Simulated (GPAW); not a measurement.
# CaCu2S2: optical spectrum from first principles

Wanted: where CaCu2S2 starts to absorb, how strongly, and its refractive index.

Main program and level: GPAW 26.7.0; DFT, revPBE, plane-wave PAW (GPAW data sets), scalar-relativistic, RPA, optical limit.

Most raw output is cut from this account.

### Step 1. The structure

It takes space group P-3m1 (No. 164, trigonal). Conventional cell: a = 3.940 Å, b = 3.940 Å, c = 6.523 Å, α = 90.00°, β = 90.00°, γ = 120.00°. Nearest to Cu lie 4 S at 2.41 Å. Nearest to Ca lie 6 S at 2.81 Å. Nearest to S lie 4 Cu at 2.41 Å and 3 Ca at 2.81 Å. Farther neighbours and most contacts between anions are not listed.

### Step 2. Ground state

First the ground state: is it a metal or has it a gap?

This step: DFT, revPBE, plane-wave PAW (GPAW data sets), scalar-relativistic, ground state (GPAW 26.7.0).

Contents of gs.py:

```python
from ase import Atoms
from ase.dft.bandgap import bandgap
from gpaw import GPAW, PW, FermiDirac

atoms = Atoms(['Cu', 'Cu', 'Ca', 'S', 'S'],
              cell=[[3.939999960606, 0.000000000000, 0.000000000000],
                    [-1.969999980303, 3.412140056795, 0.000000000000],
                    [0.000000000000, 0.000000000000, 6.523000000000]],
              scaled_positions=[[0.666666666667, 0.333333333333, 0.623510000000],
                                [0.333333333333, 0.666666666667, 0.376490000000],
                                [0.000000000000, 0.000000000000, 0.000000000000],
                                [0.666666666667, 0.333333333333, 0.253700000000],
                                [0.333333333333, 0.666666666667, 0.746300000000]],
              pbc=[True, True, True])
atoms.calc = GPAW(mode=PW(500), xc='revPBE', kpts={'size': (7, 7, 4), 'gamma': True},
                  occupations=FermiDirac(0.05), maxiter=150, txt='gs.txt')
print('energy (eV)', atoms.get_potential_energy())
print('Fermi level (eV)', atoms.calc.get_fermi_level())
print('valence electrons', atoms.calc.get_number_of_electrons())
print('gap (eV)', bandgap(atoms.calc, output=None)[0])
print('direct gap (eV)', bandgap(atoms.calc, direct=True, output=None)[0])
atoms.calc.write('gs.gpw')
```

Started as:

```console
> OMP_NUM_THREADS=1 python gs.py
```

Wall time 36 s (1 thread of AMD EPYC 9R45, shared host); peak memory 0.2 GiB.

This step gave:

| Property | Result |
| --- | --- |
| energy | -20.57 eV |
| Fermi energy | 7.250 eV |
| gap on the k-mesh | 1.157 eV |
| direct gap on the mesh | 1.157 eV |
| electrons | 44 |

There is a gap, 1.16 eV on this mesh (points off the mesh can give less), so no carriers' term is needed.

### Step 3. Bands for the response

The response needs many more empty bands than the density does.

This step: DFT, revPBE, plane-wave PAW (GPAW data sets), scalar-relativistic, bands at fixed density (GPAW 26.7.0).

Contents of nscf.py:

```python
from ase.dft.bandgap import bandgap
from gpaw import GPAW, FermiDirac

calc = GPAW('gs.gpw').fixed_density(kpts={'size': (12, 12, 6), 'gamma': True}, nbands=58, convergence={'bands': 52},
                                    occupations=FermiDirac(0.001), txt='nscf.txt')
print('gap (eV)', bandgap(calc, output=None)[0])
print('direct gap (eV)', bandgap(calc, direct=True, output=None)[0])
print('top band over the Fermi level (eV)', min(calc.get_eigenvalues(kpt=k)[51] for k in range(len(calc.get_ibz_k_points()))) - calc.get_fermi_level())
calc.write('full.gpw', mode='all')
```

Started as:

```console
> OMP_NUM_THREADS=1 python nscf.py
```

Elapsed: 3.4 min, on 1 thread; peak memory 0.44 GiB.

### Step 4. Dielectric function, RPA

Transitions between filled and empty bands, summed over the zone, give the optical response, so mesh, band count and broadening shape it.

The induced potential is part of this response.

This step: DFT, revPBE, plane-wave PAW (GPAW data sets), scalar-relativistic, RPA, optical limit (GPAW 26.7.0).

Contents of df.py:

```python
from gpaw.response.df import DielectricFunction

df = DielectricFunction('full.gpw', frequencies={'type': 'nonlinear', 'domega0': 0.03, 'omega2': 8},
                        ecut=30,
                        eta=0.05,
                        nbands=52,
                        txt='df.txt')
for direction in ['x', 'z']:
    df.get_dielectric_function(xc='RPA', direction=direction, filename=f'df_{direction}.csv')
```

Started as:

```console
> OMP_NUM_THREADS=1 python df.py
```

Wall time 39 s (1 thread); peak memory 0.32 GiB.

This step gave:

| Property | Result |
| --- | --- |
| electronic dielectric constant ε∞, mean over x, y and z (by symmetry where fewer were run) | 7.756 |

Some rows of df_x.csv (energy; Re and Im without local fields; Re and Im with them):

```text
0.000000, 8.352479, -0.000000, 7.724294, -0.000000
0.460735, 8.478904, 0.028980, 7.846191, 0.028040
0.943989, 9.038457, 0.119741, 8.397266, 0.120595
1.451455, 10.060185, 0.461772, 9.393515, 0.477430
1.984998, 10.495956, 1.631011, 9.649559, 1.705719
2.546682, 12.572705, 4.784311, 11.264799, 4.435684
3.138794, 9.230028, 8.299511, 8.255361, 7.655944
3.763875, 4.655841, 8.240893, 4.114574, 7.570810
4.424758, 4.268967, 6.275163, 3.793866, 5.796549
5.124608, 3.164401, 5.835767, 2.513027, 5.204322
5.866977, 5.333371, 6.598817, 4.280547, 5.479881
6.655862, 1.749416, 7.978890, 1.753077, 6.738829
7.495775, 0.076990, 6.151724, -0.218636, 5.040107
8.391833, -2.166135, 6.152804, -0.869949, 5.341882
9.349861, -2.863867, 3.199165, -2.164475, 3.516849
10.376517, -1.425103, 1.942764, -1.139224, 1.894668
11.479449, -0.907539, 1.927128, -0.457569, 1.768397
12.667487, -1.043112, 1.264184, -0.654905, 1.454857
13.950874, -0.567555, 0.928367, -0.356606, 1.019896
15.341572, -0.165738, 0.646146, -0.000622, 0.627713
16.853625, -0.061642, 0.524911, 0.152015, 0.661573
18.503643, 0.045218, 0.372537, 0.277231, 0.725628
```

The Im ε has structure finer than the step of the table below, so its rows give means over 0.5 eV, whole bins alone (the curve runs from 0 to 18.9 eV). Peaks (eV: height): E ∥ x 1.59: 2.10, 3.55: 9.11, 4.56: 7.23, 7.15: 7.32; E ∥ z 1.59: 2.79, 3.06: 11.8, 3.38: 11.0, 3.81: 7.93, 7.15: 7.55.

Sum at mesh points, not converged in k; values under the direct gap are tails of Lorentzian lines. The Im ε by photon energy; means over each step:

| photon energy (eV) | E ∥ x | E ∥ z |
| --- | --- | --- |
| 0.5 | 0.0328 | 0.0310 |
| 1.0 | 0.344 | 0.158 |
| 1.5 | 0.909 | 1.17 |
| 2.0 | 1.77 | 1.83 |
| 2.5 | 3.96 | 2.61 |
| 3.0 | 7.19 | 9.82 |
| 3.5 | 8.21 | 8.41 |
| 4.0 | 7.15 | 6.94 |
| 4.5 | 6.62 | 6.67 |
| 5.0 | 5.54 | 5.75 |
| 5.5 | 4.29 | 5.29 |
| 6.0 | 5.82 | 4.99 |
| 6.5 | 6.65 | 5.50 |
| 7.0 | 6.79 | 6.89 |
| 7.5 | 5.30 | 5.03 |
| 8.0 | 5.34 | 4.56 |
| 8.5 | 4.99 | 4.80 |
| 9.0 | 4.54 | 3.98 |
| 9.5 | 3.21 | 3.26 |
| 10.0 | 2.14 | 2.42 |
| 10.5 | 1.87 | 1.99 |
| 11.0 | 1.68 | 1.77 |
| 11.5 | 1.73 | 1.85 |
| 12.0 | 1.59 | 1.80 |
| 12.5 | 1.60 | 1.62 |
| 13.0 | 1.26 | 1.55 |
| 13.5 | 1.16 | 1.25 |
| 14.0 | 1.01 | 1.11 |
| 14.5 | 0.867 | 0.908 |
| 15.0 | 0.686 | 0.824 |
| 15.5 | 0.641 | 0.902 |
| 16.0 | 0.728 | 0.995 |
| 16.5 | 0.699 | 1.03 |
| 17.0 | 0.654 | 1.00 |
| 17.5 | 0.618 | 0.846 |
| 18.0 | 0.618 | 0.665 |
| 18.5 | 0.713 | 0.582 |

The reflectivity at normal incidence has structure finer than the step of the table below, so its rows give means over 0.5 eV, whole bins alone (the curve runs from 0 to 18.9 eV). Peaks (eV: height): E ∥ x 3.55: 34.4, 7.21: 36.8, 9.68: 46.4, 12.75: 31.6; E ∥ z 3.02: 39.4, 3.81: 31.9, 4.61: 31.1, 5.37: 29.5, 7.32: 41.9, 8.45: 35.4, 9.55: 39.1.

Sum at mesh points, not converged in k. Table of reflectivity at normal incidence by photon energy; means over each step:

| photon energy (eV) | E ∥ x (%) | E ∥ z (%) |
| --- | --- | --- |
| 0.5 | 22.5 | 22.8 |
| 1.0 | 23.8 | 24.1 |
| 1.5 | 25.2 | 25.4 |
| 2.0 | 27.1 | 27.3 |
| 2.5 | 30.6 | 30.1 |
| 3.0 | 32.3 | 37.9 |
| 3.5 | 32.8 | 33.1 |
| 4.0 | 30.1 | 29.6 |
| 4.5 | 28.9 | 29.3 |
| 5.0 | 26.7 | 26.7 |
| 5.5 | 21.3 | 26.0 |
| 6.0 | 26.4 | 24.1 |
| 6.5 | 30.1 | 25.9 |
| 7.0 | 33.0 | 32.1 |
| 7.5 | 32.4 | 34.3 |
| 8.0 | 31.2 | 28.1 |
| 8.5 | 34.8 | 33.7 |
| 9.0 | 38.8 | 34.3 |
| 9.5 | 44.2 | 37.2 |
| 10.0 | 40.5 | 36.3 |
| 10.5 | 35.2 | 30.9 |
| 11.0 | 30.2 | 27.9 |
| 11.5 | 26.7 | 22.3 |
| 12.0 | 26.1 | 26.1 |
| 12.5 | 28.2 | 24.2 |
| 13.0 | 28.3 | 25.8 |
| 13.5 | 26.8 | 26.4 |
| 14.0 | 26.9 | 25.2 |
| 14.5 | 26.0 | 23.1 |
| 15.0 | 24.0 | 17.2 |
| 15.5 | 16.2 | 13.0 |
| 16.0 | 13.8 | 13.8 |
| 16.5 | 13.2 | 14.1 |
| 17.0 | 12.3 | 17.1 |
| 17.5 | 11.4 | 20.6 |
| 18.0 | 8.54 | 20.5 |
| 18.5 | 10.2 | 16.4 |

The loss function −Im 1/ε at q → 0 has structure finer than the step of the table below, so its rows give means over 0.5 eV, whole bins alone (the curve runs from 0 to 18.9 eV). Peaks (eV: height): E ∥ x 15.34: 1.59, 17.72: 1.48; E ∥ z 14.96: 1.25, 18.39: 1.83.

Sum at mesh points, not converged in k; values under the direct gap are tails of Lorentzian lines. Loss function −Im 1/ε at q → 0 against energy loss; means over each step:

| energy loss (eV) | E ∥ x | E ∥ z |
| --- | --- | --- |
| 0.5 | 5.2e-4 | 4.8e-4 |
| 1.0 | 0.00476 | 0.00203 |
| 1.5 | 0.0109 | 0.0141 |
| 2.0 | 0.0176 | 0.0180 |
| 2.5 | 0.0282 | 0.0190 |
| 3.0 | 0.0548 | 0.0474 |
| 3.5 | 0.0770 | 0.0962 |
| 4.0 | 0.106 | 0.110 |
| 4.5 | 0.119 | 0.121 |
| 5.0 | 0.160 | 0.143 |
| 5.5 | 0.156 | 0.167 |
| 6.0 | 0.115 | 0.158 |
| 6.5 | 0.133 | 0.149 |
| 7.0 | 0.142 | 0.136 |
| 7.5 | 0.189 | 0.201 |
| 8.0 | 0.187 | 0.219 |
| 8.5 | 0.196 | 0.204 |
| 9.0 | 0.197 | 0.236 |
| 9.5 | 0.221 | 0.261 |
| 10.0 | 0.325 | 0.334 |
| 10.5 | 0.417 | 0.438 |
| 11.0 | 0.513 | 0.515 |
| 11.5 | 0.535 | 0.535 |
| 12.0 | 0.584 | 0.525 |
| 12.5 | 0.557 | 0.592 |
| 13.0 | 0.691 | 0.600 |
| 13.5 | 0.770 | 0.725 |
| 14.0 | 0.882 | 0.832 |
| 14.5 | 1.05 | 1.05 |
| 15.0 | 1.39 | 1.20 |
| 15.5 | 1.53 | 1.07 |
| 16.0 | 1.33 | 0.982 |
| 16.5 | 1.37 | 0.952 |
| 17.0 | 1.42 | 0.992 |
| 17.5 | 1.45 | 1.17 |
| 18.0 | 1.27 | 1.50 |
| 18.5 | 1.22 | 1.69 |

The Im ε, E ∥ x has structure finer than the step of the table below, so its rows give means over 0.5 eV, whole bins alone (the curve runs from 0 to 18.9 eV). Peaks (eV: height): without local fields 1.59: 1.99, 3.55: 10.0, 4.56: 7.88, 6.18: 8.59; with local fields 1.59: 2.10, 3.55: 9.11, 4.56: 7.23, 7.15: 7.32.

Sum at mesh points, not converged in k; values under the direct gap are tails of Lorentzian lines. The Im ε, E ∥ x by photon energy; means over each step:

| photon energy (eV) | without local fields | with local fields |
| --- | --- | --- |
| 0.5 | 0.0337 | 0.0328 |
| 1.0 | 0.332 | 0.344 |
| 1.5 | 0.867 | 0.909 |
| 2.0 | 1.69 | 1.77 |
| 2.5 | 4.19 | 3.96 |
| 3.0 | 7.85 | 7.19 |
| 3.5 | 9.01 | 8.21 |
| 4.0 | 7.91 | 7.15 |
| 4.5 | 7.21 | 6.62 |
| 5.0 | 6.09 | 5.54 |
| 5.5 | 4.90 | 4.29 |
| 6.0 | 7.10 | 5.82 |
| 6.5 | 8.00 | 6.65 |
| 7.0 | 8.02 | 6.79 |
| 7.5 | 6.52 | 5.30 |
| 8.0 | 6.97 | 5.34 |
| 8.5 | 5.87 | 4.99 |
| 9.0 | 4.67 | 4.54 |
| 9.5 | 2.97 | 3.21 |
| 10.0 | 2.15 | 2.14 |
| 10.5 | 1.97 | 1.87 |
| 11.0 | 1.85 | 1.68 |
| 11.5 | 1.87 | 1.73 |
| 12.0 | 1.67 | 1.59 |
| 12.5 | 1.49 | 1.60 |
| 13.0 | 1.15 | 1.26 |
| 13.5 | 1.06 | 1.16 |
| 14.0 | 0.917 | 1.01 |
| 14.5 | 0.792 | 0.867 |
| 15.0 | 0.647 | 0.686 |
| 15.5 | 0.683 | 0.641 |
| 16.0 | 0.692 | 0.728 |
| 16.5 | 0.584 | 0.699 |
| 17.0 | 0.528 | 0.654 |
| 17.5 | 0.478 | 0.618 |
| 18.0 | 0.502 | 0.618 |
| 18.5 | 0.375 | 0.713 |

Optical constants at common wavelengths, from n + ik = √ε:

| wavelength (nm) | n x | k x | R (%) x | 1/α x | n z | k z | R (%) z | 1/α z |
| --- | --- | --- | --- | --- | --- | --- | --- | --- |
| 1550 | 2.85 | 0.012 | 23.1 | 10 µm | 2.87 | 0.010 | 23.3 | 12 µm |
| 1064 | 2.90 | 0.167 | 23.9 | 507 nm | 3.00 | 0.041 | 25.0 | 2.1 µm |
| 633 | 3.11 | 0.251 | 26.6 | 201 nm | 3.23 | 0.406 | 28.5 | 124 nm |
| 405 | 3.16 | 1.146 | 32.1 | 28 nm | 3.50 | 1.682 | 39.3 | 19 nm |
| 308 | 2.49 | 1.425 | 29.9 | 17 nm | 2.43 | 1.463 | 30.1 | 17 nm |
| 248 | 1.87 | 1.310 | 24.9 | 15 nm | 2.17 | 1.277 | 25.7 | 15 nm |
| 193 | 2.24 | 1.422 | 28.4 | 11 nm | 2.06 | 1.252 | 24.6 | 12 nm |

Below the direct gap, k and the depth come from the tails of the Lorentzian lines, not from transitions.

Rows near the edge hang on the gap, which this functional as a rule makes too small, and phonon-assisted absorption is left out.

### Step 5. What came out

```
electronic dielectric constant ε∞, mean over x, y and z (by symmetry where fewer were run) (RPA) : 7.76
```

At this level (revPBE, RPA) CaCu2S2 has a mean ε∞ = 7.76 and n = 2.85 at 1550 nm (E ∥ x). On the mesh the gap is 1.16 eV and the least direct gap 1.16 eV. Local fields change the static value along x from 8.35 to 7.72 (-8 %). The static values by axis are 7.72 (x), 7.82 (z). Excitons and phonon-assisted transitions are missing; revPBE gaps are as a rule too small, which pulls the onset down and ε∞ up. The curves end at 19 eV, about where the summed bands run out. In this version of GPAW the matrix elements of the optical limit are incomplete, which can lower ε − 1 by up to a tenth where first-row anions or d states rule, and shift it by more in d metals. The sum runs over mesh points 0.16 Å⁻¹ apart with no interpolation, so peaks are partly noise of the mesh; over so small a direct gap single mesh points weigh heavily, so ε∞, n and their changes from run to run can be far off.

[Machine, clock and banner lines and Python warnings are left out of the logs.]

[Logs are printed without paths, hosts, clocks, repeated set-up lines and the standing remarks that a program may print on its own settings, such as how far it seeks lower states.]

[Hosts, paths, dates, database ids (printed as entryN), source tags and the programs' standing remarks are cut or masked in the printed files.]
